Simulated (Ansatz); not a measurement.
# CuBiPbS3 (Aikinite): the gap up the ladder of methods

Aim: the gap of CuBiPbS3 (Aikinite) at several levels of theory on one structure, with the time that each takes.

Main program and level: Ansatz 0.2.0; density functionals, hybrids and G0W0, plane waves, PAW.

This is a report of a sequence of runs, with most program output left out.

In doubt: one-shot GW on d or f shells is unsure (steps 7, 8, 9), so the values of those runs are not to be relied on; masses and optical values from hybrid runs of this build are listed as unsure (step 8), which bears on the screening that GW takes from such a start.

## Step 1: Set-up

It takes space group Pnma (No. 62, orthorhombic). Conventional cell: a = 11.638 Å, b = 4.039 Å, c = 11.319 Å, α = 90.00°, β = 90.00°, γ = 90.00°. Cu has 4 S at 2.31 to 2.40 Å nearest. Nearest to Bi lie 6 S at 2.66 to 3.16 Å. Pb has 7 S at 2.89 to 3.26 Å and 2 Cu at 3.29 Å nearest. Nearest to S lie 2 Cu at 2.35 Å and 1 Bi at 2.66 Å and 2 Pb at 2.99 Å. S has 1 Cu at 2.31 Å and 3 Pb at 2.89 to 2.99 Å and 2 Bi at 2.95 Å nearest. Nearest to S lie 1 Cu at 2.40 Å and 3 Bi at 2.76 to 3.16 Å and 2 Pb at 3.26 Å. Farther neighbours and most contacts between anions are not listed.

The cell and positions come from the Crystallography Open Database and are kept as given unless a step says otherwise. Spin-orbit coupling is left out unless a step names it. The default PAW set here is soft_2. Its files were made with PBE.

## Step 2: LDA on the 2×6×2 mesh

Levels along a band path and on the mesh show where this functional puts the band edges.

This step: DFT, LDA, plane waves, PAW.

The input, input.yaml:

```yaml
crystal:
  lattice:
    - [11.638, 0.0, 0.0]
    - [0.0, 4.039, 0.0]
    - [0.0, 0.0, 11.319]
  atoms:
    - { symbol: Cu, position: [0.2338, 0.25, 0.2085] }
    - { symbol: Cu, position: [0.2662, 0.75, 0.7085] }
    - { symbol: Cu, position: [0.7338, 0.25, 0.2915] }
    - { symbol: Cu, position: [0.7662, 0.75, 0.7915] }
    - { symbol: Bi, position: [0.0189, 0.25, 0.6827] }
    - { symbol: Bi, position: [0.4811, 0.75, 0.1827] }
    - { symbol: Bi, position: [0.5189, 0.25, 0.8173] }
    - { symbol: Bi, position: [0.9811, 0.75, 0.3173] }
    - { symbol: Pb, position: [0.8329, 0.25, 0.0105] }
    - { symbol: Pb, position: [0.6671, 0.75, 0.5105] }
    - { symbol: Pb, position: [0.3329, 0.25, 0.4895] }
    - { symbol: Pb, position: [0.1671, 0.75, 0.9895] }
    - { symbol: S, position: [0.716, 0.25, 0.6986] }
    - { symbol: S, position: [0.784, 0.75, 0.1986] }
    - { symbol: S, position: [0.216, 0.25, 0.8014] }
    - { symbol: S, position: [0.284, 0.75, 0.3014] }
    - { symbol: S, position: [0.0467, 0.25, 0.14] }
    - { symbol: S, position: [0.4533, 0.75, 0.64] }
    - { symbol: S, position: [0.5467, 0.25, 0.36] }
    - { symbol: S, position: [0.9533, 0.75, 0.86] }
    - { symbol: S, position: [0.3775, 0.25, 0.0559] }
    - { symbol: S, position: [0.1225, 0.75, 0.5559] }
    - { symbol: S, position: [0.8775, 0.25, 0.4441] }
    - { symbol: S, position: [0.6225, 0.75, 0.9441] }
kpoints:
  mp_grid: { grid: [2, 6, 2] }
  band_path:
    path:
      - [[0.0, 0.0, 0.0], [0.5, 0.0, 0.0], [0.5, 0.5, 0.0], [0.0, 0.5, 0.0], [0.0, 0.0, 0.0], [0.0, 0.0, 0.5], [0.5, 0.0, 0.5], [0.5, 0.5, 0.5], [0.0, 0.5, 0.5], [0.0, 0.0, 0.5]]
      - [[0.5, 0.0, 0.0], [0.5, 0.0, 0.5]]
      - [[0.0, 0.5, 0.0], [0.0, 0.5, 0.5]]
      - [[0.5, 0.5, 0.0], [0.5, 0.5, 0.5]]
    npoints: 6
hamiltonian:
  xc: lda
scf:
  occupations: { method: fermi_dirac, width: 0.02 }
  n_extra_bands: 12
output:
  eigenvalues: true
```

Command:

```sh
ansatz run input.yaml --threads 32 --pin off --max-ram 129024MiB --backend cuda --events-out ev --progress --plain --runs-dir out --devices 1 --max-vram 157GiB  # rebuilt from the run's record
```

Wall time 2.7 s (1 × NVIDIA GB200 with 32 threads of Arm Neoverse V2, shared host); peak memory 1.5 GiB.

Numbers from this step:

```
filled bands         : 132
gap                  : 0.5879 eV
valence top at       : k = (0.000, 0.000, 0.417)
conduction bottom at : k = (0.000, 0.250, 0.000)
least direct gap     : 0.6189 eV
```

Over mesh and path the gap is 0.588 eV, from k = (0.000, 0.000, 0.417) to k = (0.000, 0.250, 0.000). The least direct gap found is 0.619 eV, at k = (0.000, 0.000, 0.333).

## Step 3: LDA+SOC on the 2×6×2 mesh

This run has two-component orbitals with spin-orbit coupling.

This step: DFT, LDA with spin-orbit coupling, plane waves, PAW.

input.yaml: that of step 2 with these lines changed.

```diff
@@ -34,7 +34,14 @@
     path:
-      - [[0.0, 0.0, 0.0], [0.5, 0.0, 0.0], [0.5, 0.5, 0.0], [0.0, 0.5, 0.0], [0.0, 0.0, 0.0], [0.0, 0.0, 0.5], [0.5, 0.0, 0.5], [0.5, 0.5, 0.5], [0.0, 0.5, 0.5], [0.0, 0.0, 0.5]]
-      - [[0.5, 0.0, 0.0], [0.5, 0.0, 0.5]]
-      - [[0.0, 0.5, 0.0], [0.0, 0.5, 0.5]]
-      - [[0.5, 0.5, 0.0], [0.5, 0.5, 0.5]]
-    npoints: 6
+      - [0.0, 0.0, 0.0]
+      - [0.5, 0.0, 0.0]
+      - [0.5, 0.5, 0.0]
+      - [0.0, 0.5, 0.0]
+      - [0.0, 0.0, 0.5]
+      - [0.5, 0.0, 0.5]
+      - [0.5, 0.5, 0.5]
+      - [0.0, 0.5, 0.5]
+      - [0.0, 0.0, 0.4166666667]
+      - [0.0, 0.25, 0.0]
+      - [0.0, 0.0, 0.3333333333]
+    npoints: 1
 hamiltonian:
@@ -43,3 +50,6 @@
   occupations: { method: fermi_dirac, width: 0.02 }
-  n_extra_bands: 12
+  n_extra_bands: 24
+magnetization:
+  noncollinear: true
+  spin_orbit: true
 output:
```

Wall time 4.4 s (1 × NVIDIA GB200 with 32 threads); peak memory 3 GiB.

Numbers from this step:

```
gap                  : 0.3624 eV
valence top at       : k = (0.000, 0.000, 0.417)
conduction bottom at : k = (0.000, 0.000, 0.333)
least direct gap     : 0.3729 eV
```

Over mesh and listed points the gap is 0.362 eV, from k = (0.000, 0.000, 0.417) to k = (0.000, 0.000, 0.333). The least direct gap found is 0.373 eV, at k = (0.000, 0.000, 0.333). LDA+SOC against LDA: 0.362 − 0.588 = −0.226 eV. Mesh, set of files and cutoff are the same, but the conduction bottom lies at another k point, so this need not be the shift of one pair of states. The spin-orbit run sees mesh and listed points alone, so its gap is an upper bound: the coupling can move an edge off these points, and the change over the zone, its sign included where it is small, is not known.

## Step 4: r2SCAN on the 2×6×2 mesh

r2SCAN is a meta-GGA: it depends on the kinetic-energy density as well as on the density and its gradient.

This step: DFT, r2SCAN, plane waves, PAW.

input.yaml: that of step 3 with these lines changed.

```diff
@@ -47,9 +47,6 @@
 hamiltonian:
-  xc: lda
+  xc: r2scan
 scf:
-  occupations: { method: fermi_dirac, width: 0.02 }
-  n_extra_bands: 24
-magnetization:
-  noncollinear: true
-  spin_orbit: true
+  occupations: { method: fixed }
+  n_extra_bands: 12
 output:
```

Wall time 2.5 s (1 × NVIDIA GB200 with 32 threads); peak memory 1.8 GiB.

This step gave:

* gap: 0.8569 eV
* valence top at: k = (0.000, 0.000, 0.417)
* conduction bottom at: k = (0.000, 0.250, 0.000)
* least direct gap: 0.9086 eV

Over mesh and listed points the gap is 0.857 eV, from k = (0.000, 0.000, 0.417) to k = (0.000, 0.250, 0.000). The least direct gap found is 0.909 eV, at k = (0.000, 0.000, 0.333). On the 2×6×2 mesh alone the same run gives 0.962 eV, so that mesh misses an edge of r2SCAN: 0.962 − 0.857 = +0.105 eV. r2SCAN against LDA: 0.857 − 0.588 = +0.269 eV. The runs also differ in plane-wave cutoff (420 eV and 500 eV), so how much of this comes from the functional alone is not known.

## Step 5: HSE06 on the 2×4×2 mesh

HSE06 mixes in a quarter of exact exchange at short range.

This step: DFT, HSE06, plane waves, PAW.

input.yaml: that of step 4 with these lines changed.

```diff
@@ -31,3 +31,3 @@
 kpoints:
-  mp_grid: { grid: [2, 6, 2] }
+  mp_grid: { grid: [2, 4, 2] }
   band_path:
@@ -47,3 +47,3 @@
 hamiltonian:
-  xc: r2scan
+  xc: hse06
 scf:
```

It took 29 s on 1 × NVIDIA GB200 with 32 threads; peak memory 4 GiB.

This step gave:

```yaml
gap: 1.435 eV
valence_top_at: k = (0.000, 0.000, 0.417)
conduction_bottom_at: k = (0.000, 0.250, 0.000)
least_direct_gap: 1.451 eV
exact_exchange_fraction: 0.25
```

Over mesh and listed points the gap is 1.435 eV, from k = (0.000, 0.000, 0.417) to k = (0.000, 0.250, 0.000). The least direct gap found is 1.451 eV, at k = (0.000, 0.000, 0.333). HSE06 against LDA: 1.435 − 0.588 = +0.847 eV. The runs also differ in mesh (2×6×2 and 2×4×2), so how much of this comes from the functional alone is not known.

## Step 6: PBE0 on the 2×4×2 mesh

PBE0 mixes in a quarter of exact exchange at all distances.

This step: DFT, PBE0, plane waves, PAW.

input.yaml: that of step 5 with these lines changed.

```diff
@@ -47,3 +47,3 @@
 hamiltonian:
-  xc: hse06
+  xc: pbe0
 scf:
```

It took 29 s on 1 × NVIDIA GB200 with 32 threads; peak memory 4 GiB.

Numbers from this step:

```yaml
gap: 2.072 eV
valence_top_at: k = (0.000, 0.000, 0.417)
conduction_bottom_at: k = (0.000, 0.000, 0.333)
least_direct_gap: 2.084 eV
exact_exchange_fraction: 0.25
```

Over mesh and listed points the gap is 2.072 eV, from k = (0.000, 0.000, 0.417) to k = (0.000, 0.000, 0.333). The least direct gap found is 2.084 eV, at k = (0.000, 0.000, 0.333). On the 2×4×2 mesh alone the same run gives 2.081 eV, so that mesh misses an edge of PBE0: 2.081 − 2.072 = +0.009 eV. PBE0 against HSE06: 2.072 − 1.435 = +0.637 eV. Mesh, set of files and cutoff are the same, but the conduction bottom lies at another k point, so this need not be the shift of one pair of states.

## Step 7: G0W0@LDA, 2×4×2 mesh, 1393 empty bands, screening to 110 eV

G0W0 replaces the xc potential by a self-energy built once from the orbitals of the start. Levels are corrected in the window of bands that the input names, at points of the mesh.

This step: G0W0 on LDA, plane waves, PAW.

input.yaml: that of step 6 with these lines changed.

```diff
@@ -32,22 +32,11 @@
   mp_grid: { grid: [2, 4, 2] }
-  band_path:
-    path:
-      - [0.0, 0.0, 0.0]
-      - [0.5, 0.0, 0.0]
-      - [0.5, 0.5, 0.0]
-      - [0.0, 0.5, 0.0]
-      - [0.0, 0.0, 0.5]
-      - [0.5, 0.0, 0.5]
-      - [0.5, 0.5, 0.5]
-      - [0.0, 0.5, 0.5]
-      - [0.0, 0.0, 0.4166666667]
-      - [0.0, 0.25, 0.0]
-      - [0.0, 0.0, 0.3333333333]
-    npoints: 1
 hamiltonian:
-  xc: pbe0
+  xc: lda
 scf:
   occupations: { method: fixed }
-  n_extra_bands: 12
-output:
-  eigenvalues: true
+gw:
+  n_empty_bands: 1393
+  ecut_chi: 110.0
+  qp_bands: [v2, c2]
+  qp_kpoints: band_edges
+  screening: { model: contour_deformation }
```

Run time: 94 s. Hardware: 1 × NVIDIA GB200 with 32 threads; peak memory 8.9 GiB; 4.7 min of CPU time.

Numbers from this step:

| Item | Value |
| --- | --- |
| bands summed | 1525 |
| RPA ε∞ on this mesh (eigenvalues) | 16.67, 17.48, 17.88 |
| plane waves in the screening matrix | 1403 |
| G0W0 gap over the corrected points | 0.9439 eV |
| k of the valence top | 0, 0, -0.5 |
| k of the conduction bottom | 0, 0.25, 0 |
| starting gap on the mesh | 0.5953 eV |
| Z at the valence top | 0.7022 |
| Z at the conduction bottom | 0.7715 |
| least direct G0W0 gap over the corrected points | 1.027 eV |

Over 10 of 12 irreducible mesh points the G0W0 gap is 0.944 eV, from k = (0.000, 0.000, -0.500) to k = (0.000, 0.250, 0.000). The LDA gap of this run on the mesh is 0.595 eV. The two states that bound the G0W0 gap lie that far apart at the start, so the correction of the gap is 0.944 − 0.595 = +0.349 eV.

## Step 8: G0W0@HSE06, 2×4×2 mesh, 647 empty bands, screening to 66 eV

This step: G0W0 on HSE06, plane waves, PAW.

input.yaml: that of step 7 with these lines changed.

```diff
@@ -33,3 +33,3 @@
 hamiltonian:
-  xc: lda
+  xc: hse06
 scf:
@@ -37,4 +37,4 @@
 gw:
-  n_empty_bands: 1393
-  ecut_chi: 110.0
+  n_empty_bands: 647
+  ecut_chi: 66
   qp_bands: [v2, c2]
```

The job ended after 2.1 min (1 × NVIDIA GB200 with 32 threads; peak memory 6.5 GiB; 8.3 min of CPU time).

Numbers from this step:

```yaml
bands_summed: 779
rpa_eps_infinity_on_this_mesh_eigenvalues: 9.494, 10.57, 10.86
plane_waves_in_the_screening_matrix: 649
g0w0_gap_over_the_corrected_points: 1.195 eV
k_of_the_valence_top: 0, 0, -0.5
k_of_the_conduction_bottom: 0, 0.25, 0
starting_gap_on_the_mesh: 1.436 eV
z_at_the_valence_top: 0.7521
z_at_the_conduction_bottom: 0.8042
least_direct_g0w0_gap_over_the_corrected_points: 1.295 eV
```

Over 11 of 12 irreducible mesh points the G0W0 gap is 1.195 eV, from k = (0.000, 0.000, -0.500) to k = (0.000, 0.250, 0.000). The HSE06 gap of this run on the mesh is 1.436 eV. The two states that bound the G0W0 gap lie that far apart at the start, so the correction of the gap is 1.195 − 1.436 = −0.241 eV. G0W0@HSE06 against G0W0@LDA with 779 bands (a further run, in the table below): 1.195 − 1.073 = +0.122 eV, with the same mesh, files and cutoffs, and both edges at the same k points.

## Step 9: G0W0@r2SCAN, 2×4×2 mesh, 647 empty bands, screening to 66 eV

This step: G0W0 on r2SCAN, plane waves, PAW.

input.yaml: that of step 8 with these lines changed.

```diff
@@ -33,3 +33,3 @@
 hamiltonian:
-  xc: hse06
+  xc: r2scan
 scf:
```

Elapsed: 41 s, on 1 × NVIDIA GB200 with 32 threads; peak memory 7.8 GiB; 2.1 min of CPU time.

This step gave:

```yaml
bands_summed: 779
rpa_eps_infinity_on_this_mesh_eigenvalues: 12.09, 13.21, 13.52
plane_waves_in_the_screening_matrix: 649
g0w0_gap_over_the_corrected_points: 1.046 eV
k_of_the_valence_top: 0, 0, -0.5
k_of_the_conduction_bottom: 0, 0.25, 0
starting_gap_on_the_mesh: 0.8586 eV
z_at_the_valence_top: 0.7114
z_at_the_conduction_bottom: 0.7859
least_direct_g0w0_gap_over_the_corrected_points: 1.151 eV
```

Over 10 of 12 irreducible mesh points the G0W0 gap is 1.046 eV, from k = (0.000, 0.000, -0.500) to k = (0.000, 0.250, 0.000). The r2SCAN gap of this run on the mesh is 0.859 eV. The two states that bound the G0W0 gap lie that far apart at the start, so the correction of the gap is 1.046 − 0.859 = +0.187 eV. G0W0@r2SCAN against G0W0@HSE06 with 779 bands: 1.046 − 1.195 = −0.149 eV. The runs also differ in plane-wave cutoff (420 eV and 500 eV), so how much of this comes from the start alone is not known. The program's warnings for this run: eigensolver not converged.

## Step 10: Gap and time by level

Each gap is the least one over the points named; times are wall times on shared hosts, not benchmarks. A G0W0 time includes the run's own self-consistent start. Runs with listed points see these and the mesh alone, so an edge that moves elsewhere is missed. Rows marked * are further runs, not shown as steps, whose inputs differ from the G0W0 step on the same start in the columns given; solver thresholds can differ too.

```csv
level,mesh,"files, cutoff","bands summed, screening",points,gap (eV),valence top,conduction bottom,least direct gap (eV),time
LDA,2×6×2,"soft_2 PAW, 420 eV",-,mesh and path,0.588,"(0.000, 0.000, 0.417)","(0.000, 0.250, 0.000)",0.619,2.7 s
LDA+SOC,2×6×2,"soft_2 PAW, 420 eV",-,mesh and listed points,0.362,"(0.000, 0.000, 0.417)","(0.000, 0.000, 0.333)",0.373,4.4 s
r2SCAN,2×6×2,"soft_2 PAW, 500 eV",-,mesh and listed points,0.857,"(0.000, 0.000, 0.417)","(0.000, 0.250, 0.000)",0.909,2.5 s
HSE06,2×4×2,"soft_2 PAW, 420 eV",-,mesh and listed points,1.435,"(0.000, 0.000, 0.417)","(0.000, 0.250, 0.000)",1.451,29 s
PBE0,2×4×2,"soft_2 PAW, 420 eV",-,mesh and listed points,2.072,"(0.000, 0.000, 0.417)","(0.000, 0.000, 0.333)",2.084,29 s
G0W0@LDA*,2×4×2,"soft_2 PAW, 420 eV","361, 33 eV",10 of 12 irreducible mesh points,1.449,"(0.000, 0.000, -0.500)","(0.000, 0.250, 0.000)",1.557,23 s
G0W0@LDA*,2×4×2,"soft_2 PAW, 420 eV","779, 66 eV",10 of 12 irreducible mesh points,1.073,"(0.000, 0.000, -0.500)","(0.000, 0.250, 0.000)",1.168,37 s
G0W0@LDA,2×4×2,"soft_2 PAW, 420 eV","1525, 110 eV",10 of 12 irreducible mesh points,0.944,"(0.000, 0.000, -0.500)","(0.000, 0.250, 0.000)",1.027,94 s
G0W0@HSE06,2×4×2,"soft_2 PAW, 420 eV","779, 66 eV",11 of 12 irreducible mesh points,1.195,"(0.000, 0.000, -0.500)","(0.000, 0.250, 0.000)",1.295,2.1 min
G0W0@r2SCAN,2×4×2,"soft_2 PAW, 500 eV","779, 66 eV",10 of 12 irreducible mesh points,1.046,"(0.000, 0.000, -0.500)","(0.000, 0.250, 0.000)",1.151,41 s
```

## Step 11: Summary of results

| Property | Result |
| --- | --- |
| LDA, over mesh and path | 0.588 eV |
| LDA+SOC, over mesh and listed points | 0.362 eV |
| r2SCAN, over mesh and listed points | 0.857 eV |
| HSE06, over mesh and listed points | 1.435 eV |
| PBE0, over mesh and listed points | 2.072 eV |
| G0W0@LDA (1525 bands, 2×4×2), over 10 of 12 irreducible mesh points | 0.944 eV |
| G0W0@HSE06, over 11 of 12 irreducible mesh points | 1.195 eV |
| G0W0@r2SCAN, over 10 of 12 irreducible mesh points | 1.046 eV |
| known limits | finite bands, screening cutoff and k mesh; no spin-orbit coupling in G0W0; d shells not analysed; screening cutoff under 40 eV in some runs |

**Reading.** The rows run from 0.362 eV (LDA+SOC) to 2.072 eV (PBE0). They differ in mesh, plane-wave cutoff, bands and screening cutoff of G0W0 and the points over which the gap was sought as well as in level, so only pairs that share these are like for like. G0W0@HSE06 against G0W0@LDA with 779 bands: 1.195 − 1.073 = +0.122 eV, with the same mesh, files and cutoffs, and both edges at the same k points. G0W0@LDA (1525 bands, 2×4×2) moves the gap of its own start on the mesh by 0.944 − 0.595 = +0.349 eV, between the same two levels. Over mesh and path, LDA puts the valence top at k = (0.000, 0.000, 0.417), where no G0W0 correction was computed. The G0W0 gap over the whole zone is therefore not known from this run; at its settings it can only be equal to or under the 0.944 eV found, and no correction is carried over from another point. For the start itself the gap is 0.588 eV over mesh and path and 0.595 eV on the mesh of the G0W0 run, in runs that differ in mesh (2×6×2 and 2×4×2). G0W0@HSE06 moves the gap of its own start on the mesh by 1.195 − 1.436 = −0.241 eV, between the same two levels. Over mesh and listed points, HSE06 puts the valence top at k = (0.000, 0.000, 0.417), where no G0W0 correction was computed. The G0W0 gap over the whole zone is therefore not known from this run; at its settings it can only be equal to or under the 1.195 eV found, and no correction is carried over from another point. For the start itself the gap is 1.435 eV over mesh and listed points and 1.436 eV on the mesh of the G0W0 run. G0W0@r2SCAN moves the gap of its own start on the mesh by 1.046 − 0.859 = +0.187 eV, between the same two levels. Over mesh and listed points, r2SCAN puts the valence top at k = (0.000, 0.000, 0.417), where no G0W0 correction was computed. The G0W0 gap over the whole zone is therefore not known from this run; at its settings it can only be equal to or under the 1.046 eV found, and no correction is carried over from another point. For the start itself the gap is 0.857 eV over mesh and listed points and 0.859 eV on the mesh of the G0W0 run, in runs that differ in mesh (2×6×2 and 2×4×2). What spin-orbit coupling does to the G0W0 levels was not computed, so no sum with the G0W0 gap is formed. For G0W0@LDA: from 361 bands and 33 eV to 1525 bands and 110 eV the gap moves by 0.944 − 1.449 = −0.505 eV (rung by rung 1.449, 1.073, 0.944 eV); bands and screening cutoff rise together, so their parts are not told apart. A line in one over the bands through the two highest rungs gives 0.944 + (0.944 − 1.073) × 779 / (1525 − 779) = 0.809 eV, and through the pair below 1.073 + (1.073 − 1.449) × 361 / (779 − 361) = 0.748 eV. The two differ by 0.061 eV, not under the 0.030 eV asked, so the law does not hold well over these rungs and the limit is not known. The other G0W0 rows are shown at one basis each (779 bands), so their distance from the limit is not known here. For G0W0@r2SCAN: the program's warnings for this run: eigensolver not converged. The G0W0 runs are scalar-relativistic. One-shot GW is known to converge slowly in bands for compounds with shallow d shells. The cell holds Cu; the filling of the d shell and its place against the gap were not analysed here. No pair of G0W0 runs that differ in the mesh alone is shown (2×4×2 is a supercell whose nearest images lie 16 Å apart), so the error from the mesh is not known here. G0W0@LDA runs of this series with other atomic data on the same mesh, not shown as steps, give 1.069 eV (hard PAW, 700 eV, 811 bands, screening to 66 eV; the table's row with the same empty bands and screening cutoff has 1.073 eV); where bands and cutoffs differ too, the part of the files is not isolated. A screening cutoff under 40 eV is crude: G0W0@LDA with 361 bands at 33 eV.

[Paths, hosts, dates, memory and timing lines, banners, echoed tables and standing remarks are left out of the program output.]

[Logs are printed without paths, hosts, clocks, repeated set-up lines and the standing remarks that a program may print on its own settings, such as how far it seeks lower states.]

[Runs of the session that timed out or met a known fault of the program may be left out.]

[Cells called generated may have been cut or substituted from an entry of the Crystallography Open Database or the Materials Project.]

[Hosts, paths, dates, database ids (printed as entryN), source tags and the programs' standing remarks are cut or masked in the printed files.]

[Where an RPA ε∞ is given, it is that of the G0W0 mesh and is not shown converged in it. Names of k-points follow the symmetry that the program found, which can be lower than the space group named. Band edges on a path are those of the sampled points; other points can move an edge, and change direct to indirect where valleys lie close.]

[Hybrid gaps are those of their k-mesh and are not shown converged in it.]
